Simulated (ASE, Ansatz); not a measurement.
# Relaxing Ge/Sn superlattice along [001] (80 atoms), part 2 of 2

Wanted: the relaxed structure of Ge/Sn superlattice along [001] (80 atoms) and its electronic structure.

Ansatz 0.2.0; Kohn-Sham DFT, RPBE, PAW (set soft_2), plane waves.

The cell: 16 Ge and 64 Sn. The host structure and its lattice constant were typed by rule, without a check against the phase diagram.

So far. Step 3 (Relaxation): The relaxation changed the energy by -35.1 meV/atom, and atoms moved by 0.15 Å r.m.s., 0.29 Å at most.

## (5) Single point at the relaxed geometry

The electronic structure is read at the final geometry, in a run of its own.

input.yaml

```yaml
crystal:
  lattice:
    - [9.17683, 0.0, 0.0]
    - [0.0, 9.17683, 0.0]
    - [0.0, 0.0, 31.10697]
  atoms:
    - { symbol: Ge, position: [0.99971, 0.99852, 0.00074] }
    - { symbol: Ge, position: [0.24993, 0.00081, 0.03859] }
    - { symbol: Ge, position: [0.50032, 0.99997, 0.00079] }
    - { symbol: Ge, position: [0.75001, 0.99961, 0.03892] }
    [... 70 atom lines left out ...]
    - { symbol: Sn, position: [0.74988, 0.24943, 0.90244] }
    - { symbol: Sn, position: [0.9991, 0.24965, 0.95579] }
    - { symbol: Sn, position: [0.25034, 0.74986, 0.90233] }
    - { symbol: Sn, position: [0.4999, 0.74952, 0.95554] }
    - { symbol: Sn, position: [0.74953, 0.74958, 0.90236] }
    - { symbol: Sn, position: [0.99995, 0.74869, 0.95521] }
kpoints:
  mp_grid: { grid: [2, 2, 1] }
hamiltonian:
  xc: rpbe
scf:
  occupations: { method: fermi_dirac, width: 0.1 }
output:
  forces: true
  stress: true
  populations: true
  dos:
    method: { smearing: { sigma: 0.08 } }
    de: 0.1
    projected:
      site_lists:
        Ge: [0, 1, 2, 3, 4, 5, 6, 7, 8, 9, 10, 11, 16, 17, 18, 19]
        Sn: [12, 13, 14, 15, 20, 21, 22, 23, 24, 25, 26, 27, 28, 29, 30, 31, 32, 33, 34, 35, 36, 37, 38, 39, 40, 41, 42, 43, 44, 45, 46, 47, 48, 49, 50, 51, 52, 53, 54, 55, 56, 57, 58, 59, 60, 61, 62, 63, 64, 65, 66, 67, 68, 69, 70, 71, 72, 73, 74, 75, 76, 77, 78, 79]
  eigenvalues: true
  write_density: true
  write_potential: true
  volumetric_format: npy
```

Started as:

```bash
$ ansatz run input.yaml --threads 32 --pin off --max-ram 143360MiB --backend cuda --events-out ev --progress --plain --runs-dir out
```

Numbers of over 12 decimals in the logs are rounded to 6 here.

Log:

```text
[...]
GPU FFT provider: cuFFT
GPU libraries: cuBLAS 13.8.1, cuFFT 12.4.0, cuSOLVER 12.3.2
[...]
Crystal: 80 atoms, lattice volume = 2619.649 Å³
Basis set: ecut = 420 eV, 51323 PW (Γ), exchange–correlation on 128×128×432 points (8 copies of the dense FFT grid, shifted against one another)
Bands: 672, of which v1, the nominal top of the filled ones, is band 560 counted from 1 (559 counted from 0)
Symmetry: 1 space group operations
[...]
k-points: 4
[...]
GPU buffer pool allocated for 884736 grid points (all kernels)
[...]
SCF iter   1: F=—  HF=-454903.895466 eV  |F-HF|=—  |Δ(HF+E_count)|=         —  Δρ=2.42e-3  dr2=1.83e-1  ethr=1.77e-3  ⟨swp⟩=6.8  Hψ=11493  notcnv=0  defer=46
[...]
SCF iter   8: F=-454903.881064 eV  HF=-454903.881064 eV  |F-HF|=4.89e-9  |Δ(HF+E_count)|=   5.87e-7  Δρ=1.16e-6  dr2=8.44e-8  ethr=8.93e-12  ⟨swp⟩=18.2  Hψ=21989  notcnv=0
SCF 1 converged in 8 iterations: F = -454903.881064 eV  dr2 = 8.44e-8
[...]
SCF converged after 8 iterations
Free energy (F): -454903.881064 eV
[...]
Internal energy: -454903.402929 eV  (E = F + TS)
E sigma→0 (E₀):  -454903.641997 eV
Entropy (-TS):   -0.478135 eV (-5.977 meV/atom)
Fermi energy:    7.583350 eV
[...]
--- Forces (eV/Å), atoms counted from 1 ---
[... 80 lines of forces left out ...]
  max |Σ_I F_I| component: 5.27e-7 eV/Å
--- Stress (GPa, compression-positive) ---
        3.143998      -0.000012      -0.001013
       -0.000012       3.111419      -0.000924
       -0.001013      -0.000924       3.192680
  P = ⅓ Tr σ = 3.1494 GPa (31.494 kbar)
--- Band table (eV) ---
[... left out ...]
--- Löwdin populations: 80 sites ---
  site symbol       q [e]
[... 80 lines, one an atom, left out ...]
  spilling = 0.001786 (of n_electrons = 1120.000000)
```

Run time: 4.5 s. Hardware: 1 × NVIDIA GB200 with 32 threads of Arm Neoverse V2, shared host; peak memory 3.8 GiB.

That memory is the host's; the program planned up to 35.7 GiB on the GPU.

Read from the output:

```yaml
free_energy: -454903.8811 eV
free_energy_per_atom: -5686.2985 eV/atom
scf_cycles: 8
pressure: 3.149 GPa
r_m_s_force_component: 0.00928 eV/Å
longest_force: 0.04151 eV/Å
fermi_energy: 7.583 eV
levels_partly_filled_by_over_2_per_cent: 23
spilling_of_the_projection: 0.001786
```

Löwdin charges by element (they lack the spilled electrons, 0.025 e an atom on average):

| element | coordination | atoms | mean charge (e) | spread | least | most |
| --- | --- | --- | --- | --- | --- | --- |
| Ge | all | 16 | -0.0502 | 0.0664 | -0.117 | 0.0166 |
| Sn | all | 64 | 0.0438 | 0.0449 | 0.0176 | 0.163 |

By region:

```csv
region,atoms,mean length of the force (eV/Å)
Ge,16,0.021
Sn,64,0.011
```

Density of states as counts of states in windows of 0.5 eV (from the Fermi level), total and some projections:

```csv
from (eV),to (eV),total,Sn p,Sn s,Ge p,Ge s
-10,-9.5,14.9,1.8,7.5,1.2,4.3
-9.5,-9,11.4,2.0,6.8,0.6,2.0
-9,-8.5,18.5,3.9,12.7,0.5,1.2
-8.5,-8,19.8,4.2,12.2,1.0,2.2
-8,-7.5,3.3,0.8,1.9,0.2,0.4
-7.5,-7,13.4,3.4,7.5,0.9,1.4
-7,-6.5,8.6,2.1,3.4,1.1,1.9
-6.5,-6,22.7,8.0,11.2,1.5,1.8
-6,-5.5,14.5,5.4,7.2,0.9,0.9
-5.5,-5,5.5,1.9,2.6,0.4,0.5
-5,-4.5,7.0,2.5,3.1,0.6,0.7
-4.5,-4,4.0,1.4,2.4,0.2,0.1
-4,-3.5,4.1,1.6,1.8,0.4,0.3
-3.5,-3,17.5,9.2,1.7,6.0,0.4
-3,-2.5,35.8,29.3,1.0,4.9,0.2
-2.5,-2,26.3,19.8,0.8,5.1,0.4
-2,-1.5,27.7,23.1,0.6,3.7,0.2
-1.5,-1,33.1,25.8,0.6,6.0,0.3
-1,-0.5,15.2,10.6,0.7,3.7,0.1
-0.5,0,9.4,6.9,0.2,1.8,0.3
0,0.5,7.0,3.2,1.4,1.6,0.6
0.5,1,7.3,3.3,2.0,1.5,0.3
1,1.5,25.9,15.2,6.6,2.0,0.5
1.5,2,30.9,17.4,6.9,3.3,1.3
2,2.5,23.3,10.8,3.9,4.6,1.9
2.5,3,16.7,10.7,1.4,3.2,0.4
```

The curve was stored every 0.10 eV, coarse against its broadening of 0.08 eV, so these counts are rough.

Between -25 and -10 eV lie 809 more states.

Not all projections were asked for or kept, so they needn't add up to the total.

The levels nearest the highest filled one (over half full), pooled over k-points and spins:

| level less the highest filled one (eV) | occupation |
| --- | --- |
| -0.182 | 1.79 |
| -0.164 | 1.76 |
| -0.164 | 1.76 |
| -0.130 | 1.67 |
| -0.129 | 1.67 |
| 0 | 1.17 |
| 0.0374 | 0.98 |
| 0.0425 | 0.954 |
| 0.0607 | 0.864 |
| 0.0647 | 0.844 |
| 0.172 | 0.399 |
| 0.209 | 0.295 |

Planar average of the electrostatic potential energy along the normal, with the Fermi level as zero, after a running mean with a triangular window 4 Å wide at its base:

```csv
height (Å),potential energy (eV)
0.0,-2.51
0.9,-3.05
1.7,-3.15
2.6,-3.08
3.6,-2.50
4.5,-1.73
5.3,-1.06
6.2,-0.88
7.1,-0.88
7.9,-0.91
8.8,-0.96
9.8,-0.93
10.7,-1.05
11.5,-0.97
12.4,-1.09
13.2,-1.00
14.1,-1.12
15.0,-1.03
16.0,-1.11
16.8,-1.07
17.7,-1.10
18.6,-1.08
19.4,-1.08
20.3,-1.08
21.2,-1.04
22.2,-1.09
23.0,-0.98
23.9,-1.06
24.8,-0.93
25.6,-1.01
26.5,-0.88
27.4,-0.95
28.4,-0.85
29.2,-1.03
30.1,-1.59
31.0,-2.40
```

Mean Löwdin charges: Ge -0.05, Sn +0.04 e. Charges this small depend on the projection, at times even in sign. Within 0.4 eV of the Fermi level the largest share is Sn p (63 % of the projected weight).

The surroundings of Sn78, whose charge lies farthest from its element's mean, nearest first, numbered as they follow in the input and with coordinates relative to it.

| atom | x | y | z | distance (Å) | bonds | Löwdin charge (e) |
| --- | --- | --- | --- | --- | --- | --- |
| Sn78 | 0.00 | 0.00 | 0.00 | 0.00 | 4 | 0.16 |
| Ge7 | 0.00 | -2.29 | 1.42 | 2.69 | 4 | -0.12 |
| Ge3 | 0.00 | 2.30 | 1.41 | 2.70 | 4 | -0.12 |
| Sn79 | 2.29 | 0.00 | -1.65 | 2.83 | 4 | 0.02 |
| Sn77 | -2.29 | 0.00 | -1.66 | 2.83 | 4 | 0.02 |
| Ge6 | -2.29 | -2.28 | 2.60 | 4.15 | 4 | 0.02 |
| Ge2 | -2.29 | 2.31 | 2.58 | 4.15 | 4 | 0.02 |
| Ge4 | 2.30 | 2.30 | 2.59 | 4.15 | 4 | 0.02 |
| Ge8 | 2.29 | -2.29 | 2.60 | 4.16 | 4 | 0.02 |

The column of bonds counts only the pairs Sn-Sn within 3.23 Å, Sn-Ge within 3.08 Å, Ge-Ge within 2.98 Å; other neighbours, such as metal atoms beside each other in a compound, aren't counted, and periodic images can show an atom twice.

## (6) Changed: crystal.symmetry.detect = false and scf.algorithm = "density_mixing"

Changed here: crystal.symmetry.detect = false and scf.algorithm = "density_mixing".

Changes to input.yaml since step 5:

```diff
@@ -6,3 +6,4 @@
   atoms:
-    [... the 80 atom lines of step 5 ...]
+    [... the 80 atom lines of step 2 ...]
+  symmetry: { detect: false }
 kpoints:
@@ -13,2 +14,3 @@
   occupations: { method: fermi_dirac, width: 0.1 }
+  algorithm: density_mixing
 output:
@@ -16,5 +18,5 @@
   stress: true
-  populations: true
+  populations: intrinsic
   dos:
-    method: { smearing: { sigma: 0.08 } }
+    method: { smearing: { sigma: 0.1 } }
     de: 0.1
@@ -25,4 +27 @@
   eigenvalues: true
-  write_density: true
-  write_potential: true
-  volumetric_format: npy
```

Log:

```text
[...]
GPU FFT provider: cuFFT
GPU libraries: cuBLAS 13.8.1, cuFFT 12.4.0, cuSOLVER 12.3.2
[...]
Crystal: 80 atoms, lattice volume = 2619.649 Å³
Basis set: ecut = 420 eV, 51323 PW (Γ), exchange–correlation on 128×128×432 points (8 copies of the dense FFT grid, shifted against one another)
Bands: 672, of which v1, the nominal top of the filled ones, is band 560 counted from 1 (559 counted from 0)
Symmetry: 1 space group operations
k-points: 4
[...]
GPU buffer pool allocated for 884736 grid points (all kernels)
[...]
SCF iter   1: F=—  HF=-454901.081159 eV  |F-HF|=—  |Δ(HF+E_count)|=         —  Δρ=2.47e-3  dr2=1.94e-1  ethr=1.77e-3
[...]
SCF iter   8: F=—  HF=-454901.072195 eV  |F-HF|=—  |Δ(HF+E_count)|=   1.15e-6  Δρ=1.98e-6  dr2=3.06e-7  ethr=1.11e-10
SCF iter   9: F=-454901.072195 eV  HF=-454901.072195 eV  |F-HF|=1.96e-8  |Δ(HF+E_count)|=   1.91e-7  Δρ=8.27e-7  dr2=3.23e-8  ethr=8.93e-12
SCF 1 converged in 9 iterations: F = -454901.072195 eV  dr2 = 3.23e-8
[...]
SCF converged after 9 iterations
Free energy (F): -454901.072195 eV
[...]
Internal energy: -454900.634166 eV  (E = F + TS)
E sigma→0 (E₀):  -454900.853181 eV
Entropy (-TS):   -0.438029 eV (-5.475 meV/atom)
Fermi energy:    7.640808 eV
[...]
Σ components = -454901.072195   (vs F -454901.072195, Δ=0.00e0)
--- Forces (eV/Å), atoms counted from 1 ---
[... 80 lines of forces left out ...]
  max |Σ_I F_I| component: 8.39e-6 eV/Å
--- Stress (GPa, compression-positive) ---
        3.546385       0.046790       0.022930
        0.046790       3.513332      -0.057571
        0.022930      -0.057571       3.812046
  P = ⅓ Tr σ = 3.6239 GPa (36.239 kbar)
--- Band table (eV) ---
[... left out ...]
--- intrinsic populations: 80 sites ---
  site symbol       q [e]
[... 80 lines, one an atom, left out ...]
  spilling = -0.000000 (of n_electrons = 1120.000000)
```

Run time: 4.9 s. Hardware: 1 × NVIDIA GB200 with 32 threads; peak memory 3.9 GiB; 18 s of CPU time.

That memory is the host's; the program planned up to 35.7 GiB on the GPU.

Geometry and reference: those of the single point at the start.

Forces differ from those of the single point at the start by 0 meV/Å r.m.s., 0 % of their size. It took 1.2 times the reference's time.

## (7) Summary of results

| Property | Result |
| --- | --- |
| energy change in the relaxation | -35.11 meV/atom |
| r.m.s. displacement | 0.154 Å |
| largest displacement | 0.286 Å |
| free energy per atom | -5686.2985 eV/atom |
| density | 5.553 g/cm³ |
| pressure | 3.149 GPa |
| r.m.s. force component | 0.00928 eV/Å |
| wall time of the 4 DFT runs | 20 s |

Relaxation lowers the energy by 35.1 meV/atom and moves atoms by 0.15 Å r.m.s.; the r.m.s. force component goes from 0.53 to 0.0093 eV/Å, the pressure goes from 3.6 to 3.1 GPa. By the final cutoffs no bond was broken or made. First to last step the energy falls by 2.809 eV; the largest move, 0.29 Å, is that of Ge20. The Ge-Ge bonds change most in mean length: from 2.628 Å (spread 0.053) to 2.581 Å (spread 0.001). With the cutoffs above, all Ge atoms have 4 and all Sn atoms have 4 bonded neighbours. 23 levels are partly filled, by over 2 % (on the run's k-points): no clear gap opens at this level. Levels of broken or missing bonds inside a gap of the host would look the same.

**Limits.** The pressure of 3.1 GPa shows the cell to be compressed for this functional.

[Logs are printed without paths, hosts, clocks, repeated set-up lines and the standing remarks that a program may print on its own settings, such as how far it seeks lower states.]

[Hosts, paths, dates, database ids (printed as entryN), source tags and the programs' standing remarks are cut or masked in the printed files.]
